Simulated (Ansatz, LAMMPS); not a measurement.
# Amorphous 37Ga2O3-63Al2O3 (mol %) (135 atoms): atom by atom

The starting structure: 135 atoms (20 Fe, 34 Al, 81 O) placed at random at 3.55 g/cm³, melted at 5000 K for 10 ps at fixed volume with the Morse and Coulomb pair potential with partial charges (Pedone, Malavasi, Menziani, Cormack and Segre, J. Phys. Chem. B 110, 11780 (2006)). Quenched from 5000 K to 300 K at 50 K/ps and fixed volume, held 10 ps at zero pressure, then minimised at fixed cell. Then Fe was replaced by Ga and the cell scaled by 1.006 (the potential has no terms for the new elements, so the cell is a start for a DFT relaxation).

Geometry: the relaxed geometry. Computed with Ansatz 0.2.0: Kohn-Sham DFT, revPBE, PAW (set soft_2), plane waves; cutoff 420 eV, Γ point, fixed occupations; density 4.44 g/cm³.

Cell vectors (Å):

```
11.052 0.000 0.000
0.000 11.052 0.000
0.000 0.000 11.052
```

Positions (Å):

```
1 Ga 7.546 9.173 5.218
2 Ga 2.701 6.898 3.976
3 Ga 3.558 2.438 4.226
4 Ga 6.310 6.612 9.087
5 Ga 1.017 4.561 7.652
6 Ga 9.327 4.649 9.286
7 Ga 2.510 8.599 1.535
8 Ga 5.873 9.893 8.521
9 Ga 8.244 5.788 3.537
10 Ga 4.977 6.423 0.970
11 Ga 1.666 5.119 1.768
12 Ga 4.165 8.602 5.696
13 Ga 4.190 5.723 6.912
14 Ga 9.680 1.532 0.020
15 Ga 5.204 9.464 0.623
16 Ga 10.590 7.142 2.279
17 Ga 9.559 7.865 8.160
18 Ga 7.981 10.393 10.461
19 Ga 3.418 4.763 9.724
20 Ga 3.790 2.750 1.087
21 Al 10.528 9.095 0.035
22 Al 1.575 9.775 5.209
23 Al 9.443 4.207 1.439
24 Al 0.841 6.494 10.139
25 Al 3.606 8.064 9.446
26 Al 4.770 3.188 6.591
27 Al 2.233 10.914 11.019
28 Al 8.253 0.214 7.275
29 Al 0.252 10.404 2.434
30 Al 7.286 6.576 6.069
31 Al 5.436 7.318 3.462
32 Al 10.261 10.882 5.068
33 Al 6.751 2.699 2.339
34 Al 7.219 2.335 5.267
35 Al 9.577 2.228 3.351
36 Al 1.764 7.696 7.313
37 Al 1.036 4.063 4.621
38 Al 8.614 6.829 11.039
39 Al 9.891 2.221 8.117
40 Al 6.088 1.314 10.823
41 Al 10.267 7.700 5.469
42 Al 5.150 4.621 3.750
43 Al 1.540 1.707 6.443
44 Al 3.117 10.422 7.906
45 Al 3.566 10.524 3.306
46 Al 6.418 4.217 10.737
47 Al 6.875 11.004 2.966
48 Al 1.254 1.987 2.337
49 Al 2.130 1.926 9.304
50 Al 5.218 0.104 5.750
51 Al 0.254 10.494 8.480
52 Al 7.784 8.664 1.882
53 Al 6.995 3.019 8.361
54 Al 9.406 4.118 5.876
55 O 10.044 2.504 1.522
56 O 11.006 5.489 8.932
57 O 6.908 7.488 4.583
58 O 8.115 5.207 5.424
59 O 9.177 3.858 7.586
60 O 0.978 0.583 1.330
61 O 3.374 10.364 5.378
62 O 3.581 8.471 7.524
63 O 4.468 1.742 5.665
64 O 1.038 0.526 9.675
65 O 4.591 4.400 0.194
66 O 4.143 3.502 2.834
67 O 4.063 8.632 3.513
68 O 6.336 3.192 3.992
69 O 10.425 9.128 9.181
70 O 2.039 7.995 5.421
71 O 0.839 0.435 5.484
72 O 1.445 9.742 7.335
73 O 9.125 5.124 11.032
74 O 8.301 8.639 0.098
75 O 5.884 9.401 6.045
76 O 4.256 6.318 9.153
77 O 10.223 0.449 3.412
78 O 6.529 6.118 10.967
79 O 7.894 9.615 3.452
80 O 6.043 6.386 7.244
81 O 8.863 10.291 5.930
82 O 11.015 7.418 7.033
83 O 2.777 1.208 3.124
84 O 1.768 9.871 3.298
85 O 7.835 1.185 10.892
86 O 5.306 0.012 3.792
87 O 0.307 2.803 3.634
88 O 2.605 1.159 7.739
89 O 6.026 7.993 1.823
90 O 10.091 2.792 9.788
91 O 8.109 1.686 8.216
92 O 5.878 2.651 9.734
93 O 5.756 10.721 10.271
94 O 2.118 5.698 0.028
95 O 2.283 5.872 7.053
96 O 6.833 10.274 1.361
97 O 1.974 3.288 1.380
98 O 5.474 1.790 1.368
99 O 6.408 5.670 3.113
100 O 1.984 5.170 3.704
101 O 4.466 4.436 5.381
102 O 4.298 4.076 7.988
103 O 3.615 10.266 1.392
104 O 8.607 7.771 6.437
105 O 4.371 6.822 5.166
106 O 10.270 9.028 1.936
107 O 7.294 4.556 9.174
108 O 11.039 4.766 5.822
109 O 4.145 6.152 2.653
110 O 0.446 2.699 7.411
111 O 3.881 7.889 0.316
112 O 9.814 10.757 10.979
113 O 5.576 8.347 9.455
114 O 10.127 0.477 7.661
115 O 6.940 0.716 5.929
116 O 2.010 3.680 9.193
117 O 1.275 9.361 0.353
118 O 9.049 2.457 5.215
119 O 7.746 10.037 8.510
120 O 1.565 7.257 2.391
121 O 7.384 3.687 1.063
122 O 4.810 11.024 7.590
123 O 10.873 5.283 1.866
124 O 8.552 6.945 1.898
125 O 8.384 6.856 9.152
126 O 1.840 7.551 9.146
127 O 10.889 9.231 4.877
128 O 3.181 1.516 10.735
129 O 7.831 1.439 3.013
130 O 10.557 7.273 0.001
131 O 3.200 9.924 9.647
132 O 8.906 4.055 3.141
133 O 2.211 3.015 5.463
134 O 9.912 6.777 4.044
135 O 6.526 3.199 6.695
```

Q: Give the Löwdin charge of every atom.

Charges in e, in the order of the atoms, ten a line:

```
+1.048 +1.055 +1.054 +1.047 +1.072 +1.065 +1.035 +1.042 +1.050 +1.058
+1.071 +1.001 +1.055 +1.095 +1.072 +1.049 +1.083 +1.070 +1.044 +1.055
+1.296 +1.293 +1.365 +1.368 +1.278 +1.381 +1.288 +1.337 +1.349 +1.402
+1.276 +1.385 +1.353 +1.359 +1.290 +1.291 +1.380 +1.306 +1.326 +1.369
+1.389 +1.320 +1.381 +1.303 +1.287 +1.331 +1.360 +1.351 +1.384 +1.288
+1.373 +1.334 +1.390 +1.368 -0.757 -0.714 -0.767 -0.808 -0.792 -0.830
-0.750 -0.750 -0.772 -0.831 -0.670 -0.723 -0.748 -0.838 -0.758 -0.739
-0.840 -0.800 -0.789 -0.764 -0.695 -0.695 -0.830 -0.674 -0.774 -0.727
-0.787 -0.775 -0.746 -0.798 -0.743 -0.828 -0.842 -0.839 -0.740 -0.745
-0.855 -0.840 -0.702 -0.737 -0.695 -0.769 -0.719 -0.778 -0.760 -0.730
-0.802 -0.753 -0.684 -0.744 -0.659 -0.760 -0.779 -0.798 -0.710 -0.779
-0.641 -0.714 -0.684 -0.835 -0.837 -0.714 -0.761 -0.818 -0.708 -0.628
-0.834 -0.745 -0.725 -0.731 -0.692 -0.843 -0.854 -0.765 -0.826 -0.802
-0.821 -0.780 -0.789 -0.740 -0.851
```

Forces are small here, 0.010 eV/Å r.m.s. The Löwdin charges lack the electrons that the projection spills, 0.036 e an atom on average.

[Logs are printed without paths, hosts, clocks, repeated set-up lines and the standing remarks that a program may print on its own settings, such as how far it seeks lower states.]

[Hosts, paths, dates, database ids (printed as entryN), source tags and the programs' standing remarks are cut or masked in the printed files.]
